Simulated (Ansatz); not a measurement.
# Static equation of state of glassy 76SiO2-24MgO (mol %) (94 atoms)

Density of this cell: 2.39 g/cm³. The cell holds 94 atoms: 26 Si, 8 Mg and 60 O. Its edges and angles: a = 10.279 Å, b = 11.197 Å, c = 11.417 Å, α = 94.0°, β = 89.6°, γ = 87.1°. The starting structure: 94 atoms (26 Si, 8 Mg, 60 O) placed at random at 2.34 g/cm³, melted at 4000 K for 10 ps at fixed volume with the Morse and Coulomb pair potential with partial charges (Pedone, Malavasi, Menziani, Cormack and Segre, J. Phys. Chem. B 110, 11780 (2006)). Quenched from 4000 K to 300 K at 50 K/ps and fixed volume, held 10 ps at zero pressure.

Calculated with Ansatz 0.2.0: Kohn-Sham DFT, revPBE, PAW (set soft_2), plane waves; cutoff 420 eV, Γ point, fixed occupations. Cell and atoms were relaxed first, to V0 = 13.926 Å³ an atom at a residual P0 = 0.004 GPa. The cell was then scaled evenly, and the atoms were relaxed at each volume.

```
volume (Å³/atom)  pressure (GPa)
          12.534               ?
          13.091           2.742
          13.509           1.343
          14.344          -1.478
          14.762          -3.005
```

**Question.** Fit the third-order Birch–Murnaghan equation to the rows given and extrapolate to the withheld row.

Worked fit:

Take the Eulerian strain f = ½[(V0/V)^(2/3) − 1] and the normalised pressure F = (P − P0) / [3f(1 + 2f)^(5/2)]. The third-order Birch–Murnaghan equation is then the line F = B0 + (3/2)B0(B′ − 4) f, so u = f and v = F.

```
      u = f  v = F (GPa)
  0.0210566      39.1048
  0.0102567      41.3781
-0.00975660      53.1940
 -0.0190508      58.0231
```

With n = 4: mean u = 6.2649e-4, mean v = 47.9250, Σ(u − ū)² = 0.0010051, Σ(u − ū)(v − v̄) = -0.49666. Slope b = -0.49666 / 0.0010051 = -494.12; intercept a = v̄ − b ū = 48.235.

So B0 = a = 48.2 GPa and B′ = 4 + 2b/(3a) = -2.83. At the withheld volume f = 0.03638, F = a + b f = 30.26 GPa, and P = P0 + 3f(1 + 2f)^(5/2) F.

Prediction at 12.534: 3.940 GPa. The run gave 4.592 GPa, so the fit is low by 0.65 GPa (14 % of the value).

The series isn't one smooth equation of state: even a line fitted to all rows, the withheld one included, misses F by up to 7.2 %, the count of bonds changes along the series and an atom moves over 0.5 Å in some relaxation. B0 and B′ are then only the numbers of this fit, not moduli of the material. Among the rows given, the largest miss of the fit is at 13.091, by 0.089 GPa (1.2 % of the range of the table).

Limits: Static cells at zero temperature; the cell shape is held. The program notes that the SCF threshold of these relaxations is loose for the stress. The quench rate of 50 K/ps is many orders above laboratory rates, so the cell is likely richer in defects and strain than a real sample. The network of bonds at the start is that of the classical potential that made the cell, and needn't be the one that DFT or experiment would give. Only the Γ point is sampled, in a cell whose shortest periodic width is 10 Å.

[Logs are printed without paths, hosts, clocks, repeated set-up lines and the standing remarks that a program may print on its own settings, such as how far it seeks lower states.]

[Hosts, paths, dates, database ids (printed as entryN), source tags and the programs' standing remarks are cut or masked in the printed files.]
